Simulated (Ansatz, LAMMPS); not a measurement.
# Structural relaxation of Li+ TFSI- in propylene carbonate and sulfolane, from a frame at 400 K (145 atoms), part 2 of 3

How does Li+ TFSI- in propylene carbonate and sulfolane, from a frame at 400 K (145 atoms) relax, and what do bonds, charges and levels look like afterwards?

Ansatz 0.2.0; Kohn-Sham DFT, PBEsol, PAW (set soft_2), plane waves.

The cell: 25 O, 8 S, 38 C, 66 H, 1 N, 6 F and 1 Li. The network of contacts between molecules at the start is that of the classical potential that made the cell. The functional has no dispersion term. Sampling is at Γ alone, for a cell whose shortest periodic width is 12 Å.

So far. Step 3 (Single point at the start): Neighbours are counted within 1.34 Å (H-C), 1.85 Å (C-C), 1.73 Å (C-O), 2.17 Å (C-S), 1.62 Å (C-F), 1.88 Å (O-S), 2.52 Å (O-Li), 2.02 Å (S-N).

**4. Cell and atoms relaxed**

The cell is relaxed with the atoms, since the starting lattice needn't suit this functional.

input.yaml

```yaml
crystal:
  lattice:
    - [11.75984, 0.0, 0.0]
    - [0.0, 11.75984, 0.0]
    - [0.0, 0.0, 11.75984]
  atoms:
    [... the 145 atom lines of step 3 ...]
kpoints:
  mp_grid: { grid: [1, 1, 1] }
hamiltonian:
  xc: pbesol
scf:
  occupations: { method: fixed }
output:
  forces: true
relax:
  f_tol: 0.05
  max_steps: 200
  cell: {}
```

Command:

```console
ansatz run input.yaml --threads 4 --pin off --max-ram 8192MiB --backend cpu --events-out ev --progress --plain --runs-dir out
```

Numbers of over 12 decimals in the logs are rounded to 6 here.

The log of the run:

```text
[...]
Crystal: 145 atoms, lattice volume = 1626.313 Å³
Basis set: ecut = 420 eV, 31799 PW (Γ), exchange–correlation on 160×160×160 points (8 copies of the dense FFT grid, shifted against one another)
Bands: 378, of which v1, the nominal top of the filled ones, is band 233 counted from 1 (232 counted from 0)
Symmetry: 1 space group operations
[...]
k-points: 1
[...]
SCF iter   1: F=—  HF=-36877.049654 eV  |F-HF|=—  |Δ(HF+E_count)|=         —  Δρ=7.41e-3  dr2=8.34e-1  ethr=1.77e-3  ⟨swp⟩=5.0  Hψ=1275  notcnv=0  defer=143
[...]
SCF iter   3: F=—  HF=-36876.848187 eV  |F-HF|=—  |Δ(HF+E_count)|=   8.02e-3  Δρ=1.63e-3  dr2=5.39e-2  ethr=3.81e-5  ⟨swp⟩=3.0  Hψ=464  notcnv=0  defer=68
automatic band count: iteration 3 solves 303 bands in place of 378: the levels show a gap, and the empty bands left out lie too high to hold charge; the band table lists the bands solved (type scf.n_extra_bands for more)
SCF iter   4: F=—  HF=-36876.843207 eV  |F-HF|=—  |Δ(HF+E_count)|=   4.98e-3  Δρ=5.92e-4  dr2=7.14e-3  ethr=1.16e-5  ⟨swp⟩=3.0  Hψ=464  notcnv=0  defer=68
[...]
SCF iter  11: F=-36876.844024 eV  HF=-36876.844024 eV  |F-HF|=1.43e-8  |Δ(HF+E_count)|=   5.23e-8  Δρ=1.17e-6  dr2=2.28e-8  ethr=2.15e-11  ⟨swp⟩=4.0  Hψ=963  notcnv=0
SCF 1 converged in 11 iterations: F = -36876.844024 eV  dr2 = 2.28e-8
[...]
relax step   1: F+E_penalty+E_count = -36876.84402397 eV  Δ(F+E_penalty+E_count) = +0.000e0 eV  max|allowed force component| = 5.094e0 eV/Å  Δτ_max = 0.0000 Å  P = +3.293 GPa  Ω = 1626.313 Å³  (11 SCF iters, dr2 threshold 1.00e-7 eV, accepted)
[... from here on, the SCF cycles and remarks between the steps are left out ...]
relax step   2: F+E_penalty+E_count = -36882.83846503 eV  Δ(F+E_penalty+E_count) = -5.994e0 eV  max|allowed force component| = 2.761e0 eV/Å  Δτ_max = 0.1986 Å  P = +0.759 GPa  Ω = 1668.509 Å³  energy of the carried Pulay correction = -1.216e-1 eV  (9 SCF iters, dr2 threshold 1.45e-5 eV, accepted)
relax step   3: F+E_penalty+E_count = -36884.18609887 eV  Δ(F+E_penalty+E_count) = -1.348e0 eV  max|allowed force component| = 2.332e0 eV/Å  Δτ_max = 0.1930 Å  P = -0.564 GPa  Ω = 1704.247 Å³  energy of the carried Pulay correction = -2.222e-1 eV  (8 SCF iters, dr2 threshold 1.45e-5 eV, accepted)
relax step   4: F+E_penalty+E_count = -36884.82567021 eV  Δ(F+E_penalty+E_count) = -6.396e-1 eV  max|allowed force component| = 5.818e-1 eV/Å  Δτ_max = 0.1963 Å  P = -0.349 GPa  Ω = 1675.167 Å³  energy of the carried Pulay correction = -1.405e-1 eV  (9 SCF iters, dr2 threshold 1.45e-5 eV, accepted)
relax step   5: F+E_penalty+E_count = -36885.08313560 eV  Δ(F+E_penalty+E_count) = -2.575e-1 eV  max|allowed force component| = 6.104e-1 eV/Å  Δτ_max = 0.1662 Å  P = -0.174 GPa  Ω = 1663.088 Å³  energy of the carried Pulay correction = -1.061e-1 eV  (8 SCF iters, dr2 threshold 1.45e-5 eV, accepted)
relax step   6: F+E_penalty+E_count = -36885.22848433 eV  Δ(F+E_penalty+E_count) = -1.453e-1 eV  max|allowed force component| = 4.636e-1 eV/Å  Δτ_max = 0.1890 Å  P = -0.218 GPa  Ω = 1660.928 Å³  energy of the carried Pulay correction = -9.997e-2 eV  (8 SCF iters, dr2 threshold 1.45e-5 eV, accepted)
relax step   7: F+E_penalty+E_count = -36885.31940267 eV  Δ(F+E_penalty+E_count) = -9.092e-2 eV  max|allowed force component| = 2.487e-1 eV/Å  Δτ_max = 0.1709 Å  P = -0.127 GPa  Ω = 1660.867 Å³  energy of the carried Pulay correction = -9.979e-2 eV  (8 SCF iters, dr2 threshold 1.34e-5 eV, accepted)
relax step   8: F+E_penalty+E_count = -36885.37043135 eV  Δ(F+E_penalty+E_count) = -5.103e-2 eV  max|allowed force component| = 2.202e-1 eV/Å  Δτ_max = 0.1784 Å  P = -0.187 GPa  Ω = 1664.859 Å³  energy of the carried Pulay correction = -1.112e-1 eV  (9 SCF iters, dr2 threshold 3.86e-6 eV, accepted)
relax step   9: F+E_penalty+E_count = -36885.42659369 eV  Δ(F+E_penalty+E_count) = -5.616e-2 eV  max|allowed force component| = 2.242e-1 eV/Å  Δτ_max = 0.1928 Å  P = -0.064 GPa  Ω = 1664.406 Å³  energy of the carried Pulay correction = -1.099e-1 eV  (9 SCF iters, dr2 threshold 3.03e-6 eV, accepted)
relax step  10: F+E_penalty+E_count = -36885.46270985 eV  Δ(F+E_penalty+E_count) = -3.612e-2 eV  max|allowed force component| = 2.657e-1 eV/Å  Δτ_max = 0.1949 Å  P = -0.273 GPa  Ω = 1659.426 Å³  energy of the carried Pulay correction = -9.567e-2 eV  (9 SCF iters, dr2 threshold 3.14e-6 eV, accepted)
relax step  11: F+E_penalty+E_count = -36885.35887733 eV  Δ(F+E_penalty+E_count) = +1.038e-1 eV  max|allowed force component| = 9.482e-1 eV/Å  Δτ_max = 0.1930 Å  P = +0.784 GPa  Ω = 1657.688 Å³  energy of the carried Pulay correction = -9.070e-2 eV  (9 SCF iters, dr2 threshold 4.41e-6 eV, rejected (line search))
relax step  12: F+E_penalty+E_count = -36885.48681812 eV  Δ(F+E_penalty+E_count) = -2.411e-2 eV  max|allowed force component| = 1.365e-1 eV/Å  Δτ_max = 0.0936 Å  P = +0.008 GPa  Ω = 1662.725 Å³  energy of the carried Pulay correction = -1.051e-1 eV  (13 SCF iters, accepted)
[...]
relax step  59: F+E_penalty+E_count = -36885.81229069 eV  Δ(F+E_penalty+E_count) = +4.530e-2 eV  max|allowed force component| = 4.963e-2 eV/Å  Δτ_max = 0.0822 Å  P = -0.031 GPa  Ω = 1685.635 Å³  energy of the carried Pulay correction = -8.209e-2 eV  (11 SCF iters, dr2 threshold 1.97e-8 eV, accepted)
relax step  60: F+E_penalty+E_count = -36885.90395670 eV  Δ(F+E_penalty+E_count) = -9.167e-2 eV  max|allowed force component| = 4.980e-2 eV/Å  Δτ_max = 0.0000 Å  P = +0.007 GPa  Ω = 1685.635 Å³  stress off target by 5.94e-2 GPa  SCF on the basis re-selected at this cell (its energy is not comparable with the rows above)  (8 SCF iters)
relax step  61: F+E_penalty+E_count = -36885.86517645 eV  Δ(F+E_penalty+E_count) = +3.878e-2 eV  max|allowed force component| = 2.023e-1 eV/Å  Δτ_max = 0.0633 Å  P = +0.034 GPa  Ω = 1700.591 Å³  energy of the carried Pulay correction = -4.376e-2 eV  (12 SCF iters, dr2 threshold 8.82e-9 eV, accepted)
relax step  62: F+E_penalty+E_count = -36885.83760947 eV  Δ(F+E_penalty+E_count) = +2.757e-2 eV  max|allowed force component| = 2.347e-1 eV/Å  Δτ_max = 0.1663 Å  P = -0.102 GPa  Ω = 1709.510 Å³  energy of the carried Pulay correction = -7.099e-2 eV  (8 SCF iters, dr2 threshold 2.56e-6 eV, rejected (line search))
relax step  63: F+E_penalty+E_count = -36885.84860638 eV  Δ(F+E_penalty+E_count) = +1.657e-2 eV  max|allowed force component| = 2.838e-1 eV/Å  Δτ_max = 0.0645 Å  P = +0.041 GPa  Ω = 1705.810 Å³  energy of the carried Pulay correction = -5.954e-2 eV  (12 SCF iters, rejected (line search))
relax step  64: F+E_penalty+E_count = -36885.86775772 eV  Δ(F+E_penalty+E_count) = -2.581e-3 eV  max|allowed force component| = 3.330e-2 eV/Å  Δτ_max = 0.0319 Å  P = +0.011 GPa  Ω = 1701.455 Å³  energy of the carried Pulay correction = -4.635e-2 eV  (12 SCF iters, accepted)
relax step  65: F+E_penalty+E_count = -36885.92378727 eV  Δ(F+E_penalty+E_count) = -5.603e-2 eV  max|allowed force component| = 3.390e-2 eV/Å  Δτ_max = 0.0000 Å  P = +0.022 GPa  Ω = 1701.455 Å³  stress off target by 5.78e-2 GPa  SCF on the basis re-selected at this cell (its energy is not comparable with the rows above)  (7 SCF iters)
relax step  66: F+E_penalty+E_count = -36885.90407824 eV  Δ(F+E_penalty+E_count) = +1.971e-2 eV  max|allowed force component| = 5.458e-2 eV/Å  Δτ_max = 0.0806 Å  P = -0.013 GPa  Ω = 1710.318 Å³  energy of the carried Pulay correction = -2.487e-2 eV  (11 SCF iters, dr2 threshold 8.34e-9 eV, accepted)
relax step  67: F+E_penalty+E_count = -36885.89993628 eV  Δ(F+E_penalty+E_count) = +4.142e-3 eV  max|allowed force component| = 4.688e-2 eV/Å  Δτ_max = 0.0408 Å  P = -0.029 GPa  Ω = 1712.113 Å³  energy of the carried Pulay correction = -3.002e-2 eV  (8 SCF iters, dr2 threshold 1.86e-7 eV, accepted)
relax step  68: F+E_penalty+E_count = -36885.92927290 eV  Δ(F+E_penalty+E_count) = -2.934e-2 eV  max|allowed force component| = 4.697e-2 eV/Å  Δτ_max = 0.0000 Å  P = -0.024 GPa  Ω = 1712.113 Å³  stress off target by 5.50e-2 GPa  SCF on the basis re-selected at this cell (its energy is not comparable with the rows above)  (6 SCF iters)
relax step  69: F+E_penalty+E_count = -36885.91796500 eV  Δ(F+E_penalty+E_count) = +1.131e-2 eV  max|allowed force component| = 9.381e-2 eV/Å  Δτ_max = 0.1355 Å  P = -0.075 GPa  Ω = 1717.800 Å³  energy of the carried Pulay correction = -1.544e-2 eV  (12 SCF iters, dr2 threshold 7.57e-9 eV, accepted)
relax step  70: F+E_penalty+E_count = -36885.91921483 eV  Δ(F+E_penalty+E_count) = -1.250e-3 eV  max|allowed force component| = 2.988e-2 eV/Å  Δτ_max = 0.0120 Å  P = -0.027 GPa  Ω = 1717.807 Å³  energy of the carried Pulay correction = -1.544e-2 eV  (7 SCF iters, dr2 threshold 5.50e-7 eV, accepted)
relax step  71: F+E_penalty+E_count = -36885.93417863 eV  Δ(F+E_penalty+E_count) = -1.496e-2 eV  max|allowed force component| = 2.974e-2 eV/Å  Δτ_max = 0.0000 Å  P = -0.024 GPa  Ω = 1717.807 Å³  stress off target by 4.53e-2 GPa  SCF on the basis re-selected at this cell (its energy is not comparable with the rows above)  (6 SCF iters)
[...]
SCF converged after 6 iterations
Free energy (F): -36885.934179 eV
[...]
Internal energy: -36885.934179 eV  (E = F + TS)
E sigma→0 (E₀):  -36885.934179 eV
Fermi energy:    -1.140720 eV
[...]
--- Forces (eV/Å), atoms counted from 1 ---
  atom   1  O     -0.00218651    -0.00036515    -0.00126319
  atom   2  S     -0.00230713    -0.00251814    -0.00052345
  atom   3  O      0.00492060     0.00131479    -0.00181470
  atom   4  C      0.00191511     0.00164488    -0.00008842
  atom   5  C     -0.00347242     0.00175529     0.00022007
  atom   6  C     -0.00008576    -0.00380363    -0.00157134
  atom   7  C      0.00101562     0.00297264    -0.00129246
  atom   8  H     -0.00052137    -0.00027701     0.00256304
  atom   9  H      0.00126275    -0.00282515     0.00009341
  atom  10  H     -0.00203191    -0.00213313    -0.00035415
  atom  11  H      0.00032513     0.00058316    -0.00278537
  atom  12  H      0.00043518     0.00159354     0.00242046
  atom  13  H     -0.00270884     0.00055939    -0.00091023
  atom  14  H     -0.00056685     0.00169799    -0.00014095
[...]
atom 144  H     -0.00138289     0.00090572     0.00255003
  atom 145  Li    -0.00395029    -0.00207971    -0.00187431
  max |Σ_I F_I| component: 1.29e-5 eV/Å
--- Stress (GPa, compression-positive) ---
       -0.019561       0.002926      -0.000607
        0.002926      -0.008426      -0.006752
       -0.000607      -0.006752      -0.044115
  P = ⅓ Tr σ = -0.0240 GPa (-0.240 kbar)
--- Relaxed structure (66 steps of the walk, 61 accepted, 5 SCFs on fresh bases) ---
  F+E_penalty+E_count = -36885.93417863 eV   max|allowed force component| = 2.974e-2 eV/Å   (the final SCF, on the basis selected at the relaxed cell)
  cell:  # Å, volume = 1717.8074 Å³
    - [12.195229, 0.062033, 0.016963]
    - [0.062033, 12.351002, -0.085184]
    - [0.016963, -0.085184, 11.405563]
  atoms:
    - { symbol: O, position: [0.087034, 0.474773, 0.752170] }
    - { symbol: S, position: [0.127914, 0.470918, 0.631626] }
    - { symbol: O, position: [0.048946, 0.445607, 0.540066] }
    - { symbol: C, position: [0.200527, 0.593195, 0.600329] }
[...]
- { symbol: Li, position: [0.137637, 0.486521, 0.921726] }
```

Wall time 8.2 min (4 threads of Intel Xeon 6975P-C (Granite Rapids), shared host); peak memory 2.1 GiB.

Step by step (22 of 71):

```
step  energy less that of the first step (eV)  largest force component (eV/Å)  pressure (GPa)  volume (Å³)
   1                                   0.0000                          5.0943            3.29      1626.31
   4                                  -7.9816                          0.5818           -0.35      1675.17
   8                                  -8.5264                          0.2202           -0.19      1664.86
  11                                  -8.5149                          0.9482            0.78      1657.69
  14                                  -8.6726                          0.1938           -0.13      1660.83
  18                                  -8.7029                          0.1438            0.08      1662.52
  21                                  -8.7306                          0.1699            0.00      1661.74
  24                                  -8.7607                          0.1040           -0.07      1660.37
  28                                  -8.7894                          0.5368           -0.21      1657.74
  31                                  -8.8312                          0.3366           -0.11      1653.41
  34                                  -8.8421                          0.5050           -0.12      1655.49
  38                                  -8.8641                          0.0632           -0.03      1655.87
  41                                  -8.8784                          0.2322           -0.08      1654.71
  44                                  -8.8617                          0.3216           -0.13      1663.80
  48                                  -8.9209                          0.1286           -0.04      1656.03
  51                                  -8.9261                          0.0690           -0.01      1656.96
  54                                  -8.9267                          0.0383           -0.01      1658.01
  58                                  -9.0136                          0.0246            0.04      1667.57
  61                                  -9.0212                          0.2023            0.03      1700.59
  64                                  -9.0237                          0.0333            0.01      1701.46
 68*                                  -9.0852                          0.0470           -0.02      1712.11
 71*                                  -9.0902                          0.0297           -0.02      1717.81
```

Relaxation steps marked * repeat the geometry before them on a plane-wave basis chosen anew for their cell, so energy and pressure can jump there. Other such steps can lie between the rows shown. Relaxation steps 11, 25, 39, 62, 63 were tried and not accepted.

```
     cell as run  before   after  change
           a (Å)  11.760  12.195  +3.7 %
           b (Å)  11.760  12.351  +5.0 %
           c (Å)  11.760  11.406  -3.0 %
           α (°)   90.00   90.82  +0.9 %
           β (°)   90.00   89.84  -0.2 %
           γ (°)   90.00   89.42  -0.6 %
volume (Å³/atom)   11.22   11.85  +5.6 %
```

The atoms that moved most (Å, as changes of fractional coordinates times the final cell):

```
atom      dx      dy      dz  length
 H55  -2.290  -1.372   1.366   2.999
 H56  -2.574  -1.244  -0.815   2.972
 H60   0.605   0.187   2.866   2.935
 H59   1.863   1.272   1.633   2.785
 O48   0.525   0.068   2.594   2.647
 H53  -2.016  -1.108   0.353   2.328
 O46   1.665   1.261  -0.109   2.092
 C50  -1.774  -0.886   0.206   1.994
```

The relaxation changed the energy by -62.7 meV/atom, and atoms moved by 0.93 Å r.m.s., 3.0 Å at most.

**5. Distances and neighbours after relaxation**

Bonds before and after, by the cutoffs listed below:

```
pair  bonds before  bonds after  mean before (Å)  mean after (Å)  spread before (Å)  spread after (Å)
 H-C            66           66            1.095           1.101              0.036             0.002
 C-C            24           24            1.500           1.523              0.039             0.009
 C-O            15           15            1.348           1.358              0.076             0.088
 C-S            14           14            1.767           1.812              0.034             0.023
 C-F             6            6            1.350           1.339              0.023             0.004
 O-S            16           16            1.461           1.456              0.019             0.006
O-Li             5            5            1.999           2.067              0.092             0.073
 S-N             2            2            1.560           1.590              0.041             0.001
```

Density 1.27 g/cm³, 11.85 Å³ an atom.

Pair distribution functions g(r), in bins of 0.2 Å:

```
r (Å)  total   H-H   H-C   H-O   H-S   H-F  H-Li
 1.00   1.24  0.00  5.20  0.00  0.00  0.00  0.00
 1.20   2.39  0.00  9.45  0.00  0.00  0.00  0.00
 1.40   1.11  0.00  0.00  0.00  0.00  0.00  0.00
 1.60   0.72  0.00  0.00  0.00  0.00  0.00  0.00
 1.80   1.01  3.52  0.00  0.00  0.00  0.00  0.00
 2.00   0.18  0.00  0.00  0.86  0.00  0.00  0.00
 2.20   1.58  0.00  5.31  0.08  0.00  0.00  0.00
 2.40   1.21  2.05  0.00  1.08  5.55  0.56  0.00
 2.60   1.17  1.88  0.12  1.62  0.00  0.24  0.00
 2.80   0.95  1.29  1.08  1.89  0.16  0.42  0.00
 3.00   0.74  1.04  0.46  1.06  1.15  1.35  0.00
 3.20   0.69  0.58  0.65  1.17  0.89  0.66  2.06
 3.40   0.96  0.49  1.40  0.97  0.68  1.65  0.86
 3.60   1.01  0.90  0.99  0.81  2.79  0.66  1.55
 3.80   0.84  1.06  0.66  0.89  1.07  0.71  1.44
 4.00   0.87  1.12  0.71  1.07  0.57  0.98  1.26
 4.20   0.91  0.91  0.68  1.29  0.60  1.18  0.61
 4.40   1.03  0.97  0.93  1.25  1.00  1.16  0.52
 4.60   0.95  0.62  0.92  1.21  0.50  1.07  0.97
 4.80   0.91  0.77  0.94  0.92  1.11  1.57  0.45
 5.00   0.96  0.88  0.87  0.86  1.30  1.31  1.65
 5.20   1.05  0.88  1.14  1.20  1.19  1.08  1.56
 5.40   0.99  1.00  0.90  0.91  1.06  0.83  0.69
 5.60   1.06  1.33  0.94  0.86  0.78  0.77  1.65
```

Bonds by pair of elements; cutoffs follow the first minimum of g(r), held within bounds set by covalent radii, and pairs that aren't listed don't count as bonded:

```
pair A-B  cutoff (Å)  bonds  mean length (Å)  spread (Å)  shortest (Å)  B about A  A about B
     H-C        1.34     66             1.10       0.002          1.10          1       1.74
     C-C        1.85     24             1.52       0.009          1.50       1.26       1.26
     C-O        1.73     15             1.36       0.088          1.21      0.395        0.6
     C-S        2.21     14             1.81       0.023          1.79      0.368       1.75
     C-F        1.62      6             1.34       0.004          1.33      0.158          1
     O-S        1.88     16             1.46       0.006          1.44       0.64          2
    O-Li        2.58      5             2.07       0.073          1.96        0.2          5
     S-N        1.98      2             1.59       0.001          1.59       0.25          2
```

How many atoms have how many bonded neighbours:

```
element  mean   1   2  3   4  5
      C  3.92   0   0  3  35  0
      F     1   6   0  0   0  0
      H     1  66   0  0   0  0
     Li     5   0   0  0   0  1
      N     2   0   1  0   0  0
      O  1.44  14  11  0   0  0
      S     4   0   0  0   8  0
```

Bond angles, per cent of each kind in bins of 5°:

```
angle (°)  C-C-H  H-C-H  C-S-O  H-C-S  C-C-C
  100–105    0.0    0.0   14.3    4.2    0.0
  105–110   17.2   66.7   42.9   95.8   80.0
  110–115   75.3   33.3   42.9    0.0   13.3
  115–120    7.5    0.0    0.0    0.0    6.7
```

Bond angles (no mean is given where the spread exceeds 20°):

```
angle  count  mean (°)  spread (°)
C-C-H     93       112         1.9
H-C-H     36       109         1.4
C-S-O     28       109         2.4
H-C-S     24       107           1
C-C-C     15       108         3.4
```

Bond length by coordination (bonds to H left out):

```
element  coordination  atoms  mean bond length (Å)
      C             3      3                  1.30
      C             4     35                  1.56
      O             1     14                  1.44
      O             2     11                  1.54
```

Rings of the network by King's shortest-path rule, up to 12 atoms, one path for each pair of neighbours; H, halogens, alkali and alkaline-earth atoms are left out, and the last column divides by all other atoms, bonded or not:

```
ring size (atoms)  rings  per network atom
                5      9             0.125
```

For some of the pairs, g(r) has its first main peak near 1.8 Å (H-H), 1.1 Å (H-C) and 2.4 Å (H-S). Counting bonds as in the table, 92 % of C atoms have 4, all F atoms have 1, all H atoms have 1 and all Li atoms have 5 bonded neighbours. The C-C-H angle averages 112° with a spread of 1.9°. All rings counted have 5 atoms.

(Continued in part 3 of 3.)

[Logs are printed without paths, hosts, clocks, repeated set-up lines and the standing remarks that a program may print on its own settings, such as how far it seeks lower states.]

[Hosts, paths, dates, database ids (printed as entryN), source tags and the programs' standing remarks are cut or masked in the printed files.]
